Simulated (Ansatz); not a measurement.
# H2O on Al(110), hollow start, 2x2 cell: photoemission fingerprints

Wanted: core-level shifts and unfolded surface bands for H2O on Al(110), hollow start, 2x2 cell.

Main program and level: Ansatz 0.2.0; DFT, PBE, plane-wave PAW, default files, scalar-relativistic.

## 1. The structure

The cell holds 5 atoms: 5 Al. Cell: a = 4.040 Å, b = 2.857 Å, c = 20.713 Å, α = 90.0°, β = 90.0°, γ = 90.0°. It derives from Al. Vacuum lies along c.

## 2. The clean face

The clean face is the reference for what the added atoms change.

The input, input.yaml:

```yaml
crystal:
  lattice:
    - [4.04, 0.0, 0.0]
    - [0.0, 2.856711396, 0.0]
    - [0.0, 0.0, 20.713422792]
  atoms:
    - { symbol: Al, position: [0.0, 0.0, 0.637915951] }
    - { symbol: Al, position: [0.5, 0.5, 0.568957975] }
    - { symbol: Al, position: [0.0, 0.0, 0.5] }
    - { symbol: Al, position: [0.5, 0.5, 0.431042025] }
    - { symbol: Al, position: [0.0, 0.0, 0.362084049] }
kpoints:
  mp_grid: { grid: [10, 14, 1] }
scf:
  occupations: { method: fermi_dirac, width: 0.05 }
  n_extra_bands: 12
hamiltonian:
  xc: pbe
  pseudopotentials: { kind: paw }
output:
  forces: true
  write_potential: true
  volumetric_format: []
  dos:
    projected: true
    de: 0.05
    e_range: [-30, 12]
    method: { smearing: { sigma: 0.1, scheme: gaussian } }
efield:
  axis: 3
  dipole_correction: true
relax:
  f_tol: 0.03
  max_steps: 50
  constraints: [{ sites: [2, 3, 4] }]
```

Command:

```console
> ansatz run input.yaml --threads 4 --pin off --max-ram 12288MiB --backend cpu --events-out ev --progress --plain --runs-dir out
```

Numbers of over 12 decimals in the logs are rounded to 6 here.

Log:

```text
scf.n_extra_bands = 12 over 8 filled bands (N_el = 15.0): the run solves 20 bands
Engine: ansatz 0.2.0, aarch64-unknown-linux-gnu
Pseudopotentials: kind: paw
Pseudopotential: Al, paw, valence charge 3, recommended cutoff 420 eV (normal), Al.paw.azcp
Functional definition: PBE
  parameter kappa = 0.804
  parameter beta = 0.066725
  exchange = pbe_x(kappa = kappa, mu = beta*pi^2/3)
  correlation = pbe_c(beta = beta)
Crystal: 5 atoms, lattice volume = 239.056 Å³
Basis set: ecut = 420 eV, 4701 PW (Γ), exchange–correlation on 60×40×288 points (8 copies of the dense FFT grid, shifted against one another)
Bands: 20, of which v1, the nominal top of the filled ones, is band 8 counted from 1 (7 counted from 0)
Symmetry: 4 space group operations
k-points: 48 of 140
Non-local potential: Al, projectors of the file, l = 0: 2, l = 1: 2, l = 2: 1
PAW form: soft (Blöchl's): semilocal exchange-correlation on the pseudo side does not see the compensation charge
PAW one-centre angular grid: Al, 110 points (default); XC on 64 Gauss nodes
Initial density: superposition of atomic densities (neutral atoms: chi_scale 0, normalization atom), corrected by the library's trained network
Initial wavefunctions: pseudopotential atomic-orbital guess
Functional: x = pbe(κ = 0.804, μ = 0.219515), c = pbe(β = 0.066725)
SCF iter   1: F=—  HF=-2686.119539 eV  |F-HF|=—  |Δ(HF+E_count)|=         —  Δρ=1.16e-3  dr2=7.16e-3  ethr=1.77e-3  p=0.000 e·Å  D=2.50e-14 V/Å  ΔV_dip=-0.00 eV  dr2_dipole=3.52e-9  V_vac-E_F(+/−)=3.93/3.93 eV  ⟨swp⟩=8.6  Hψ=6964  notcnv=0  defer=47
efield: sawtooth ramp at fractional position 0.9500 (placed from the atoms, in the widest stretch of the axis that holds none; the zero of the levels goes with the place), width 0.1000; the density the first Hamiltonian is built on has a dipole p = 0.000 e·Å; the dipole correction subtracts the counter field D = 2.50e-14 V/Å, which shifts the + side's vacuum level by -0.00 eV against the − side's; the planar-averaged density in the ramp window peaks in size at 6.9e-5 e/Å³
preconditioner: auto → LDOS  [metal: Δε(μ)=0.082 eV  Ē_g=8.169 eV  σ=0.050 eV  W_gap=0.37  n_scr=20 (ndim 8)  ℏωp=9.3 eV  f_vac=0.499  D(μ)=1.21/eV (n_scr^D=6)  β→1.0]
SCF iter   2: F=—  HF=-2686.120031 eV  |F-HF|=—  |Δ(HF+E_count)|=   4.92e-4  Δρ=3.15e-4  dr2=1.13e-3  ethr=4.77e-5  p=0.000 e·Å  D=2.54e-6 V/Å  ΔV_dip=-0.00 eV  dr2_dipole=2.11e-8  V_vac-E_F(+/−)=3.91/3.91 eV  ⟨swp⟩=3.1  Hψ=2027  notcnv=0  defer=195
SCF iter   3: F=—  HF=-2686.120002 eV  |F-HF|=—  |Δ(HF+E_count)|=   2.91e-5  Δρ=1.07e-4  dr2=3.22e-4  ethr=7.50e-6  p=0.000 e·Å  D=3.57e-6 V/Å  ΔV_dip=-0.00 eV  dr2_dipole=6.88e-9  V_vac-E_F(+/−)=3.94/3.94 eV  ⟨swp⟩=1.9  Hψ=959  notcnv=0  defer=195
iter 4 did not close the SCF: its close was put off for the readings that it lacked (scf_convergence_deferred on its scf_iter line)
SCF iter   4: F=-2686.119968 eV  HF=-2686.119979 eV  |F-HF|=1.07e-5  |Δ(HF+E_count)|=   2.34e-5  Δρ=4.16e-5  dr2=1.68e-5  ethr=2.15e-6  p=0.000 e·Å  D=1.81e-7 V/Å  ΔV_dip=-0.00 eV  dr2_dipole=4.38e-10  V_vac-E_F(+/−)=3.93/3.93 eV  ⟨swp⟩=1.5  Hψ=871  notcnv=0  defer=195
iter 5 did not close the SCF: its close was put off for the readings that it lacked (scf_convergence_deferred on its scf_iter line)
SCF iter   5: F=-2686.119977 eV  HF=-2686.119977 eV  |F-HF|=2.89e-7  |Δ(HF+E_count)|=   1.55e-6  Δρ=1.11e-5  dr2=8.88e-7  ethr=1.12e-7  p=-0.000 e·Å  D=-7.37e-8 V/Å  ΔV_dip=0.00 eV  dr2_dipole=9.14e-13  V_vac-E_F(+/−)=3.93/3.93 eV  ⟨swp⟩=2.0  Hψ=983  notcnv=0  defer=195
SCF iter   6: F=-2686.119977 eV  HF=-2686.119977 eV  |F-HF|=8.60e-9  |Δ(HF+E_count)|=   1.55e-7  Δρ=1.70e-6  dr2=2.52e-8  ethr=5.92e-9  p=0.000 e·Å  D=1.23e-8 V/Å  ΔV_dip=-0.00 eV  dr2_dipole=2.39e-11  V_vac-E_F(+/−)=3.93/3.93 eV  ⟨swp⟩=13.7  Hψ=6762  notcnv=0
SCF 1 converged in 6 iterations: F = -2686.119977 eV  dr2 = 2.52e-8
  greatest PAW one-centre occupation: 0.486 electrons in one spin orbital (limit 2), on the Al atom at site 0 (counted from 0), in its partial waves of l = 0
relax step   1: F+E_penalty+E_count = -2686.11997722 eV  Δ(F+E_penalty+E_count) = +0.000e0 eV  max|allowed force component| = 2.312e-1 eV/Å  Δτ_max = 0.0000 Å  (6 SCF iters, dr2 threshold 2.25e-5 eV, accepted)
Initial density: handed on by an earlier stage of this run
Initial wavefunctions: those handed on with the density
iter 1 solved again at ethr=8.52e-5 eV; its pass at ethr=3.10e-3 eV (dr2=1.28e-2 eV) is discarded
SCF iter   1: F=—  HF=-2686.130650 eV  |F-HF|=—  |Δ(HF+E_count)|=         —  Δρ=1.25e-3  dr2=1.80e-2  ethr=8.52e-5  p=0.000 e·Å  D=4.06e-9 V/Å  ΔV_dip=-0.00 eV  dr2_dipole=3.64e-4  V_vac-E_F(+/−)=3.95/3.95 eV  ⟨swp⟩=2.2  Hψ=4997  notcnv=0  defer=211
efield: sawtooth ramp at fractional position 0.9500 (handed on by an earlier solve), width 0.1000; the density the first Hamiltonian is built on has a dipole p = 0.000 e·Å; the dipole correction subtracts the counter field D = 4.06e-9 V/Å, which shifts the + side's vacuum level by -0.00 eV against the − side's; the planar-averaged density in the ramp window peaks in size at 1.9e-6 e/Å³
eigensolver tolerance schedule calibrated: the retry pair's looser diagonalisation under-reported the residual by θ = 0.29 (0.19/decade); ethr = c·dr2/N_el runs at the constant in force after the calibration composes with the one it found (an armed cap, an earlier calibration), c = 2.9e-2
preconditioner: auto → LDOS  [metal: Δε(μ)=0.035 eV  Ē_g=8.217 eV  σ=0.050 eV  W_gap=0.17  n_scr=20 (ndim 8)  ℏωp=9.3 eV  f_vac=0.505  D(μ)=1.21/eV (n_scr^D=6)  β→1.0]
SCF iter   2: F=—  HF=-2686.129949 eV  |F-HF|=—  |Δ(HF+E_count)|=   7.00e-4  Δρ=9.30e-4  dr2=1.38e-2  ethr=3.48e-5  p=0.004 e·Å  D=3.35e-3 V/Å  ΔV_dip=-0.07 eV  dr2_dipole=3.40e-5  V_vac-E_F(+/−)=3.86/3.93 eV  ⟨swp⟩=2.1  Hψ=1500  notcnv=0  defer=211
SCF iter   3: F=—  HF=-2686.127578 eV  |F-HF|=—  |Δ(HF+E_count)|=   2.37e-3  Δρ=1.44e-4  dr2=3.76e-4  ethr=2.67e-5  p=-0.002 e·Å  D=-1.15e-3 V/Å  ΔV_dip=0.02 eV  dr2_dipole=1.05e-4  V_vac-E_F(+/−)=3.96/3.94 eV  ⟨swp⟩=2.4  Hψ=1300  notcnv=0  defer=211
SCF iter   4: F=—  HF=-2686.127764 eV  |F-HF|=—  |Δ(HF+E_count)|=   1.86e-4  Δρ=4.88e-5  dr2=3.88e-5  ethr=7.25e-7  p=-0.001 e·Å  D=-4.56e-4 V/Å  ΔV_dip=0.01 eV  dr2_dipole=1.78e-5  V_vac-E_F(+/−)=3.95/3.94 eV  ⟨swp⟩=2.4  Hψ=1279  notcnv=0  defer=211
SCF iter   5: F=-2686.127766 eV  HF=-2686.127766 eV  |F-HF|=2.83e-7  |Δ(HF+E_count)|=   1.84e-6  Δρ=9.88e-6  dr2=4.35e-7  ethr=6.45e-9  p=-0.001 e·Å  D=-7.66e-4 V/Å  ΔV_dip=0.02 eV  dr2_dipole=2.08e-10  V_vac-E_F(+/−)=3.96/3.94 eV  ⟨swp⟩=14.7  Hψ=7005  notcnv=0
SCF 2 converged in 5 iterations: F = -2686.127766 eV  dr2 = 4.35e-7
  greatest PAW one-centre occupation: 0.486 electrons in one spin orbital (limit 2), on the Al atom at site 4 (counted from 0), in its partial waves of l = 0
relax step   2: F+E_penalty+E_count = -2686.12776637 eV  Δ(F+E_penalty+E_count) = -7.789e-3 eV  max|allowed force component| = 7.217e-2 eV/Å  Δτ_max = 0.1059 Å  (5 SCF iters, dr2 threshold 3.34e-6 eV, accepted)
SCF iter   1: F=—  HF=-2686.129498 eV  |F-HF|=—  |Δ(HF+E_count)|=         —  Δρ=3.89e-4  dr2=1.83e-3  ethr=1.05e-4  p=-0.001 e·Å  D=-7.66e-4 V/Å  ΔV_dip=0.02 eV  dr2_dipole=4.94e-5  V_vac-E_F(+/−)=3.95/3.94 eV  ⟨swp⟩=2.9  Hψ=2610  notcnv=0  defer=206
efield: sawtooth ramp at fractional position 0.9500 (handed on by an earlier solve), width 0.1000; the density the first Hamiltonian is built on has a dipole p = -0.001 e·Å; the dipole correction subtracts the counter field D = -7.66e-4 V/Å, which shifts the + side's vacuum level by +0.02 eV against the − side's; the planar-averaged density in the ramp window peaks in size at 1.8e-6 e/Å³
preconditioner: auto → LDOS  [metal: Δε(μ)=0.084 eV  Ē_g=8.183 eV  σ=0.050 eV  W_gap=0.40  n_scr=20 (ndim 8)  ℏωp=9.3 eV  f_vac=0.502  D(μ)=1.20/eV (n_scr^D=6)  β→1.0]
SCF iter   2: F=—  HF=-2686.129417 eV  |F-HF|=—  |Δ(HF+E_count)|=   8.14e-5  Δρ=2.93e-4  dr2=1.80e-3  ethr=1.22e-5  p=-0.002 e·Å  D=-1.87e-3 V/Å  ΔV_dip=0.04 eV  dr2_dipole=4.84e-5  V_vac-E_F(+/−)=3.98/3.94 eV  ⟨swp⟩=2.5  Hψ=1768  notcnv=0  defer=206
SCF iter   3: F=—  HF=-2686.129141 eV  |F-HF|=—  |Δ(HF+E_count)|=   2.75e-4  Δρ=4.24e-5  dr2=3.10e-5  ethr=1.20e-5  p=-0.001 e·Å  D=-5.50e-4 V/Å  ΔV_dip=0.01 eV  dr2_dipole=7.82e-6  V_vac-E_F(+/−)=3.95/3.94 eV  ⟨swp⟩=1.9  Hψ=909  notcnv=0  defer=206
SCF iter   4: F=—  HF=-2686.129349 eV  |F-HF|=—  |Δ(HF+E_count)|=   2.08e-4  Δρ=2.29e-5  dr2=9.90e-6  ethr=2.07e-7  p=-0.001 e·Å  D=-6.30e-4 V/Å  ΔV_dip=0.01 eV  dr2_dipole=1.38e-6  V_vac-E_F(+/−)=3.95/3.94 eV  ⟨swp⟩=2.3  Hψ=1063  notcnv=0  defer=206
SCF iter   5: F=—  HF=-2686.129348 eV  |F-HF|=—  |Δ(HF+E_count)|=   1.23e-6  Δρ=6.53e-6  dr2=4.98e-7  ethr=6.60e-8  p=-0.001 e·Å  D=-6.02e-4 V/Å  ΔV_dip=0.01 eV  dr2_dipole=1.82e-8  V_vac-E_F(+/−)=3.95/3.94 eV  ⟨swp⟩=1.5  Hψ=862  notcnv=0  defer=206
SCF iter   6: F=-2686.129348 eV  HF=-2686.129348 eV  |F-HF|=1.70e-8  |Δ(HF+E_count)|=   7.66e-8  Δρ=1.76e-6  dr2=2.95e-8  ethr=6.67e-10  p=-0.001 e·Å  D=-5.95e-4 V/Å  ΔV_dip=0.01 eV  dr2_dipole=1.42e-9  V_vac-E_F(+/−)=3.95/3.94 eV  ⟨swp⟩=14.2  Hψ=6282  notcnv=0
SCF 3 converged in 6 iterations: F = -2686.129348 eV  dr2 = 2.95e-8
relax step   3: F+E_penalty+E_count = -2686.12934829 eV  Δ(F+E_penalty+E_count) = -1.582e-3 eV  max|allowed force component| = 9.191e-3 eV/Å  Δτ_max = 0.0261 Å  (6 SCF iters, accepted)
NSCF: frozen V_eff on 48 k-points
the search or the solves at the SCF's close seem to have found levels that the self-consistency loop had missed (the run counts 1). By its estimate they hold under 1e-12 electrons; where the run keeps them, the occupations were computed again with them
WARN: The output density's exchange-correlation potential varies sharply where the density is thin. Do not read a vacuum level from v_tot or v_xc, or from such a field of the output density. On a cell that repeats whose density bears no net charge and no dipole along the vacuum's axis use v_es (v_loc + v_h of the components); under efield.dipole_correction with no amplitude use v_es + v_field, which holds any externa [...]
SCF converged after 6 iterations
Free energy (F): -2686.129348 eV
Harris-Foulkes:  -2686.129348 eV  (|F-HF|=1.70e-8)
Internal energy: -2686.118474 eV  (E = F + TS)
E sigma→0 (E₀):  -2686.123911 eV
Entropy (-TS):   -0.010874 eV (-2.175 meV/atom)
Fermi energy:    0.254137 eV
Dipole field:    D = -0.000641 V/Å  (p = -0.000847 e·Å, saw-weighted, corrected)
Work function:   Φ+ = 3.9512 eV   Φ− = 3.9379 eV
Levels:          The Fermi level and band energies are counted from a zero that moves with the ramp; work functions are not
--- Per-component energies (eV) ---
  E_band       = -58.500525
  E_kinetic    = 107.408944
  E_local      = -2547.551007  (includes V_loc(G=0)·N_el)
  E_nonlocal   = 52.624563
  E_hartree    = 1243.384497
  E_xc         = -194.795620
  E_vxc        = -139.536822  (∫ρ·V_xc dr)
  E_paw        = -2336.535294  (= ΣΔE_a)
  E_vpaw       = -18.210691  (= ΣTr[D̂ρ^β])
  E_aug_tail   = -0.000011  (compensation charges beyond the density's cutoff)
  E_efield     = 0.000000  (sawtooth field / dipole correction)
  E_vefield    = -0.000167  (∫n·V_field dr)
  E_ewald      = 989.345453
  E_smearing   = -0.010874  (= −TS)
  E_closure    = -0.000000  (closes the sum)
  Σ components = -2686.129348   (vs F -2686.129348, Δ=0.00e0)
--- Forces (eV/Å), atoms counted from 1 ---
  atom   1  Al     0.00000000     0.00000000    -0.00053782
  atom   2  Al     0.00000000     0.00000000     0.00919118
  atom   3  Al     0.00000000     0.00000000    -0.15477733
  atom   4  Al     0.00000000     0.00000000    -0.07206193
  atom   5  Al     0.00000000     0.00000000     0.21816858
  max |Σ_I F_I| component: 1.73e-5 eV/Å
--- Band table (eV; the first three rows and the last of 48) ---
  k-point 0: bands = [... 4 lower, -2.2390, -0.8325, -0.6061, -0.5440, 0.9600, 1.9611, 2.2686, 3.5593, ... 8 higher]
  k-point 1: bands = [... 4 lower, -2.1544, -0.7464, -0.5216, -0.4605, 1.0451, 2.0457, 2.3444, 3.6160, ... 8 higher]
  k-point 2: bands = [... 4 lower, -1.9010, -0.5003, -0.2680, -0.2159, 1.2936, 2.2995, 2.4112, 2.5290, ... 8 higher]
  k-point 47: bands = [... 4 lower, -2.4293, -2.4273, -2.2389, -1.1171, -0.5273, 0.5844, 0.9245, 1.0878, ... 8 higher]
--- Relaxed structure (3 steps of the walk, 3 accepted, 0 SCFs on fresh bases) ---
  F+E_penalty+E_count = -2686.12934829 eV   max|allowed force component| = 9.191e-3 eV/Å
  atoms:
    - { symbol: Al, position: [0.0, 0.0, 0.634066] }
    - { symbol: Al, position: [0.5, 0.5, 0.568595] }
    - { symbol: Al, position: [0.0, 0.0, 0.5] }
    - { symbol: Al, position: [0.5, 0.5, 0.431042] }
    - { symbol: Al, position: [0.0, 0.0, 0.362084049] }
```

The job ended after 15 s (4 threads of Arm Neoverse V1, shared host; peak memory 0.58 GiB; 57 s of CPU time).

The steps of the relaxation:

```csv
step,energy less that of the first step (eV),largest force component (eV/Å)
1,0.0000,0.2312
2,-0.0078,0.0722
3,-0.0094,0.0092
```

Forces are held to the 4 operations that the run works with; a distortion that breaks them can't arise in this run.

The atoms that moved most (Å):

```csv
atom,dx,dy,dz,length
Al1,0.000,0.000,-0.080,0.080
Al2,0.000,0.000,-0.008,0.008
```

The relaxed structure:

```cif
data_structure
_symmetry_space_group_name_H-M 'P 1'
_symmetry_Int_Tables_number 1
_cell_length_a 4.0400
_cell_length_b 2.8567
_cell_length_c 20.7134
_cell_angle_alpha 90.000
_cell_angle_beta 90.000
_cell_angle_gamma 90.000
_cell_volume 239.06
loop_
_atom_site_label
_atom_site_type_symbol
_atom_site_fract_x
_atom_site_fract_y
_atom_site_fract_z
_atom_site_occupancy
Al1 Al 0.00000 0.00000 0.63407 1
Al2 Al 0.50000 0.50000 0.56860 1
Al3 Al 0.00000 0.00000 0.50000 1
Al4 Al 0.50000 0.50000 0.43104 1
Al5 Al 0.00000 0.00000 0.36208 1
```

This step gave:

| Property | Result |
| --- | --- |
| free energy | -2686.1293 eV |
| energy at zero smearing | -2686.1239 eV |
| smearing term TS | 0.01087 eV |
| Fermi energy | 0.2541 eV |
| symmetry operations | 4 |
| zero of energy | Fermi level |
| share of occupied states in no projected shell | 0.0158 of the occupied states in the window |
| DOS at the Fermi level | 1.192 states/eV/cell |
| work function, upper face | 3.951 eV |
| work function, lower face | 3.938 eV |

The planar mean, electrostatic potential oscillates, so the rows of the table below give means over windows of 1 Å about each position, cut where the curve ends. Its maxima inside the range that stand out by 2 % of the span (Å: eV): 8.9: -4.24, 10.4: -4.28, 11.8: -4.38. Its minima: 8.2: -5.26, 9.6: -5.28, 11.1: -5.35, 12.5: -5.78.

From the Fermi level. Planar mean, electrostatic potential against z; means over each step:

```csv
z (Å),"planar mean, electrostatic potential (eV)"
0,3.94
1,3.94
2,3.94
3,3.94
4,3.93
5,3.84
6,2.87
7,-1.98
8,-4.72
9,-4.54
10,-4.75
11,-4.95
12,-4.91
13,-4.35
14,0.0446
15,3.50
16,3.91
17,3.95
18,3.95
19,3.95
20,3.95
```

Recipe: projected DOS times atomic cross section and asymmetry factor (linear light, 54.7° from the polarisation), occupied states only, Fermi edge at 300 K, a Lorentzian width of 0.05 eV growing by 0 eV per eV of binding energy, and a resolution of 0.3 eV. Each atom is damped by exp[−depth/(λ cos θ)], θ = 75° from the normal, λ from the universal curve. Curves are cut 10 eV under the photon energy, above any shell that the free atom's threshold puts out of reach, or at the lower edge of the window: 11.2 eV at 21.2 eV, 12.4 eV at 150 eV, 12.4 eV at 600 eV, 12.4 eV at 1486.7 eV and 12.4 eV at 9251.7 eV. Matrix elements of the solid and inelastic losses aren't modelled, nor non-dipole terms, which matter above 3 keV.

Share of each shell in the spectrum's area (%), by photon energy:

```csv
shell,21.2 eV,150 eV,600 eV,1486.7 eV,9251.7 eV
Al 3s,53.7,45.3,67.2,81.9,96.1
Al 3p,46.3,54.7,32.8,18.1,3.9
```

The DOS is smeared over a finite mesh, so a small value at the Fermi level depends on both. At the Fermi level the DOS is 1.19 states/eV a cell, and on the broadened curves Al 3p holds 66 % of the total there.

(Part 1 of 4 ends here.)

[Logs are printed without paths, hosts, clocks, repeated set-up lines and the standing remarks that a program may print on its own settings, such as how far it seeks lower states.]

[Hosts, paths, dates, database ids (printed as entryN), source tags and the programs' standing remarks are cut or masked in the printed files.]

[Maps of the electrostatic potential energy from Ansatz leave out the sawtooth potential of an applied field or a dipole correction, so their vacuum need not be flat; work functions include it.]
